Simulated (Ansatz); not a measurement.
**How many bands does the GW gap of Bi2S3 (Bismuthinite) need?**

Wanted: a G0W0 gap for Bi2S3 (Bismuthinite) that is converged in bands and cutoff, or an estimate of the limit.

Main program and level: Ansatz 0.2.0; G0W0 on PBE, plane waves, PAW.

Most raw output is cut from this account.

**1. Set-up**

The structure is orthorhombic, space group Pnma (No. 62). The conventional cell has a = 11.316 Å, b = 3.971 Å, c = 11.178 Å, α = 90.00°, β = 90.00°, γ = 90.00°. Nearest to Bi lie 6 S at 2.67 to 3.06 Å. Nearest to Bi lie 7 S at 2.59 to 3.32 Å. Nearest to S lie 3 Bi at 2.68 to 2.74 Å. Nearest to S lie 5 Bi at 2.59 to 3.06 Å. Nearest to S lie 5 Bi at 2.67 to 3.32 Å. Farther neighbours and most contacts between anions are not listed.

The cell and positions come from the Crystallography Open Database and are kept as given unless a step says otherwise. Spin-orbit coupling is left out unless a step names it.

**2. 667 empty bands, screening to 70 eV**

Now the one-shot GW correction: screening in the RPA, then the self-energy of the levels asked for. This step takes hard PAW files.

Input file input.yaml:

```yaml
crystal:
  lattice:
    - [11.316, 0.0, 0.0]
    - [0.0, 3.9709, 0.0]
    - [0.0, 0.0, 11.178]
  atoms:
    - { symbol: Bi, position: [0.48339, 0.25, 0.32581] }
    - { symbol: Bi, position: [0.01661, 0.75, 0.82581] }
    - { symbol: Bi, position: [0.98339, 0.25, 0.17419] }
    - { symbol: Bi, position: [0.51661, 0.75, 0.67419] }
    - { symbol: Bi, position: [0.34069, 0.75, 0.03429] }
    - { symbol: Bi, position: [0.15931, 0.25, 0.53429] }
    - { symbol: Bi, position: [0.84069, 0.75, 0.46571] }
    - { symbol: Bi, position: [0.65931, 0.25, 0.96571] }
    - { symbol: S, position: [0.2854, 0.25, 0.1941] }
    - { symbol: S, position: [0.2146, 0.75, 0.6941] }
    - { symbol: S, position: [0.7854, 0.25, 0.3059] }
    - { symbol: S, position: [0.7146, 0.75, 0.8059] }
    - { symbol: S, position: [0.55, 0.75, 0.1284] }
    - { symbol: S, position: [0.95, 0.25, 0.6284] }
    - { symbol: S, position: [0.05, 0.75, 0.3716] }
    - { symbol: S, position: [0.45, 0.25, 0.8716] }
    - { symbol: S, position: [0.3756, 0.75, 0.4423] }
    - { symbol: S, position: [0.1244, 0.25, 0.9423] }
    - { symbol: S, position: [0.8756, 0.75, 0.0577] }
    - { symbol: S, position: [0.6244, 0.25, 0.5577] }
kpoints:
  mp_grid: { grid: [2, 4, 2] }
hamiltonian:
  xc: pbe
  pseudopotentials: { kind: paw, source: ansatz }
scf:
  occupations: { method: fixed }
gw:
  n_empty_bands: 667
  ecut_chi: 70.0
  qp_bands: [v4, c4]
  qp_kpoints: band_edges
  screening: { model: contour_deformation }
```

Launch:

```
ansatz run input.yaml --threads 16 --pin off --max-ram 82944MiB --backend cuda --events-out ev --progress --plain --runs-dir out --devices 1 --max-vram 78GiB
```

The job ended after 50 s (1 × NVIDIA GB200 (shared by 2 runs) with 16 threads of Arm Neoverse V2, shared host; peak memory 5.2 GiB).

This step gave:

```yaml
bands_summed: 795
rpa_eps_infinity_on_this_mesh_eigenvalues: 10.05, 13.35, 13.52
plane_waves_in_the_screening_matrix: 685
q_points_in_the_mesh: 16
g0w0_gap_on_the_mesh: 1.751 eV
k_of_the_valence_top: -0.5, 0, 0
k_of_the_conduction_bottom: 0, 0, 0
starting_gap_on_the_mesh: 1.460 eV
z_at_the_valence_top: 0.7371
z_at_the_conduction_bottom: 0.7815
least_direct_g0w0_gap_on_the_computed_points: 1.831 eV
```

The gap on the mesh goes from 1.46 eV to 1.75 eV, a correction of +0.29 eV. Between the two edge states, bare exchange in place of the xc potential would open the gap by 5.22 eV, and correlation takes back 4.93 eV.

**3. 1499 empty bands, screening to 120 eV**

Bands and screening cutoff are moved together, since each hides the error of the other.

input.yaml: that of step 2 with these lines changed.

```diff
@@ -34,4 +34,4 @@
 gw:
-  n_empty_bands: 667
-  ecut_chi: 70.0
+  n_empty_bands: 1499
+  ecut_chi: 120.0
   qp_bands: [v4, c4]
```

Elapsed: 2.7 min, on 1 × NVIDIA GB200 (shared by 2 runs) with 16 threads; peak memory 10 GiB; 7 min of CPU time.

This step gave:

* bands summed: 1627
* RPA ε∞ on this mesh (eigenvalues): 10.02, 13.28, 13.45
* plane waves in the screening matrix: 1525
* q-points in the mesh: 16
* G0W0 gap on the mesh: 1.795 eV
* k of the valence top: -0.5, 0, 0
* k of the conduction bottom: 0, 0, 0
* starting gap on the mesh: 1.460 eV
* Z at the valence top: 0.7330
* Z at the conduction bottom: 0.7794
* least direct G0W0 gap on the computed points: 1.880 eV

Against the run with 2×4×2 mesh, 667 empty bands, screening to 70 eV, hard PAW files, the gap moves by +0.04 eV.

**4. 2987 empty bands, screening to 190 eV**

input.yaml: that of step 3 with these lines changed.

```diff
@@ -34,4 +34,4 @@
 gw:
-  n_empty_bands: 1499
-  ecut_chi: 120.0
+  n_empty_bands: 2987
+  ecut_chi: 190.0
   qp_bands: [v4, c4]
```

Run time: 6.6 min. Hardware: 1 × NVIDIA GB200 (shared by 2 runs) with 16 threads; peak memory 25 GiB; 15 min of CPU time.

This step gave:

* bands summed: 3115
* RPA ε∞ on this mesh (eigenvalues): 10.01, 13.27, 13.44
* plane waves in the screening matrix: 3021
* G0W0 gap on the mesh: 1.838 eV
* k of the valence top: -0.5, 0, 0
* k of the conduction bottom: 0, 0, 0
* starting gap on the mesh: 1.460 eV
* least direct G0W0 gap on the computed points: 1.925 eV

Against the run with 2×4×2 mesh, 1499 empty bands, screening to 120 eV, hard PAW files, the gap moves by +0.04 eV.

**5. Changing the k mesh: 2×6×2 mesh, 667 empty bands, screening to 70 eV, hard PAW files**

Only the mesh changes. It samples the long-range screening, which converges on its own terms. Bands and cutoff differ from the step before, so it is read against an earlier run that matches them.

input.yaml: that of step 4 with these lines changed.

```diff
@@ -27,3 +27,3 @@
 kpoints:
-  mp_grid: { grid: [2, 4, 2] }
+  mp_grid: { grid: [2, 6, 2] }
 hamiltonian:
@@ -34,4 +34,4 @@
 gw:
-  n_empty_bands: 2987
-  ecut_chi: 190.0
+  n_empty_bands: 667
+  ecut_chi: 70.0
   qp_bands: [v4, c4]
```

The job ended after 68 s (1 × NVIDIA GB200 (shared by 2 runs) with 16 threads; peak memory 6.6 GiB; 3 min of CPU time).

Numbers from this step:

```
bands summed                                 : 795
RPA ε∞ on this mesh (eigenvalues)            : 10.03, 13.63, 13.68
plane waves in the screening matrix          : 685
G0W0 gap on the mesh                         : 1.751 eV
k of the valence top                         : -0.5, 0, 0
k of the conduction bottom                   : 0, 0, 0
starting gap on the mesh                     : 1.460 eV
least direct G0W0 gap on the computed points : 1.831 eV
```

Against the run with 2×4×2 mesh, 667 empty bands, screening to 70 eV, hard PAW files, the gap moves by −0.0004 eV.

**6. Side by side**

Times are wall times on 1 × NVIDIA GB200 (shared by 2 runs) with 16 threads of Arm Neoverse V2, shared host, good to a factor of about two.

```
 mesh     files            frequency  bands summed  cutoff (eV)  start (eV)  G0W0 (eV)     time  host memory (GiB)
2×4×2  hard PAW  contour deformation           795           70       1.460      1.751     50 s                5.2
2×4×2  hard PAW  contour deformation          1627          120       1.460      1.795  2.7 min                 10
2×4×2  hard PAW  contour deformation          3115          190       1.460      1.838  6.6 min                 25
2×6×2  hard PAW  contour deformation           795           70       1.460      1.751     68 s                6.6
```

The parts of the quasiparticle energy at the two band edges (eV; QP = start + Σx + Σc − Vxc):

```
       run               edge  start      Σx     Σc     Vxc     Z     QP
 795 bands        valence top   8.50  -17.47   2.00  -15.38  0.74   8.41
 795 bands  conduction bottom   9.96   -9.66  -2.93  -12.80  0.78  10.16
1627 bands        valence top   8.50  -17.47   1.73  -15.38  0.73   8.13
1627 bands  conduction bottom   9.96   -9.66  -3.16  -12.80  0.78   9.93
3115 bands        valence top   8.50  -17.47   1.57  -15.38  0.73   7.98
3115 bands  conduction bottom   9.96   -9.66  -3.28  -12.80  0.78   9.81
```

**7. Outcome**

- 795 bands, 70 eV: 1.751 eV
- 1627 bands, 120 eV: 1.795 eV
- 3115 bands, 190 eV: 1.838 eV
- estimated limit in bands and cutoff: 1.88 eV
- mesh and start: 2×4×2, PBE

**Reading.** A line in one over the bands through the two highest rungs gives 1.88 eV, +0.05 eV from the top rung; the pair below gives 1.84 eV, so the estimate is still climbing. The rungs stand 0.13 eV (795 bands), 0.09 eV (1627 bands) and 0.05 eV (3115 bands) from it. From 795 to 3115 bands the gap moves by +0.09 eV while the time grows 8.1-fold. Σc changes by −0.43 eV at the valence top and −0.34 eV at the conduction bottom, so the levels themselves move more than the gap between them. On the 2×6×2 mesh in place of 2×4×2 the gap differs by −0.0004 eV, of which −0.0004 eV is already in the start. The cheapest rung within 0.1 eV of this estimate is that with 1627 bands (2.7 min). Gaps are over the mesh's points; an edge off the mesh would be missed. The 2×4×2 mesh is coarse for this cell (its supercell is 16 Å along the shortest edge). The RPA ε∞ on it, from the PBE start, is 10.01, 13.27 and 13.44; such meshes misread the long-range screening, most where the gap is narrow. Where an edge is built on 6p states of lead, bismuth or thallium, scalar-relativistic gaps usually stand too wide, by a few tenths to over one eV. The many-body steps are scalar-relativistic: spin-orbit coupling is not in them.

[Paths, hosts, dates, memory and timing lines, banners, echoed tables and standing remarks are left out of the program output.]

[Logs are printed without paths, hosts, clocks, repeated set-up lines and the standing remarks that a program may print on its own settings, such as how far it seeks lower states.]

[Runs of the session that timed out or met a known fault of the program may be left out.]

[Cells called generated may have been cut or substituted from an entry of the Crystallography Open Database or the Materials Project.]

[Hosts, paths, dates, database ids (printed as entryN), source tags and the programs' standing remarks are cut or masked in the printed files.]
